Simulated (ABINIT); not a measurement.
Planning a run of ABINIT 10.8.3 on Y2CrH6 (Fm-3m). The input:

```
acell 3*1.0 Angstrom
rprim 
  0.000000000000 3.499313000000 3.499313000000
  3.499313000000 0.000000000000 3.499313000000
  3.499313000000 3.499313000000 -0.000000000000
ntypat 3
znucl 39 24 1
natom 9
typat 1 1 2 3 3 3 3 3 3
xred 
  0.750000000000 0.750000000000 0.750000000000
  0.250000000000 0.250000000000 0.250000000000
  0.000000000000 0.000000000000 0.000000000000
  0.754389000000 0.754389000000 0.245611000000
  0.245611000000 0.754389000000 0.245611000000
  0.754389000000 0.245611000000 0.245611000000
  0.245611000000 0.245611000000 0.754389000000
  0.754389000000 0.245611000000 0.754389000000
  0.245611000000 0.754389000000 0.754389000000
pp_dirpath "pseudos"
pseudos "Y.upf, Cr.upf, H.upf"
ecut 43
ngkpt 6 6 6
nshiftk 1
shiftk 0 0 0
kptopt 1
chksymbreak 0
nband 29
occopt 1
tolvrs 1e-10
nstep 60
prtwf 0
optforces 0
optstress 0
indata_prefix "in"
outdata_prefix "out"
tmpdata_prefix "tmp"
```

```sh
OMP_NUM_THREADS=1 mpirun -n 4 abinit run.abi > log
```

**Question.** Estimate wall time and host memory on 4 MPI ranks of Arm Neoverse V2, shared host.

It took 64 s; on shared hardware allow 32 s to 2.1 min. Peak host memory was 0.49 GiB.

[Paths, hosts, dates, memory and timing lines, banners, echoed tables and standing remarks are left out of the program output.]

[Logs are printed without paths, hosts, clocks, repeated set-up lines and the standing remarks that a program may print on its own settings, such as how far it seeks lower states.]

[Runs of the session that timed out or met a known fault of the program may be left out.]

[No measured gap is set beside runs whose start may be inverted or whose files or cutoffs have a known fault.]

[Hosts, paths, dates, database ids (printed as entryN), source tags and the programs' standing remarks are cut or masked in the printed files.]

[G0W0 gaps are taken among the corrected bands and points alone; a level outside them can change the order at an edge.]

[Where Ansatz stands beside ABINIT at settings called matched, ABINIT's density can come from a denser mesh and the files from another edition; pairs whose starting gaps differed by over 0.03 eV were left out, so agreement reads better than it is.]
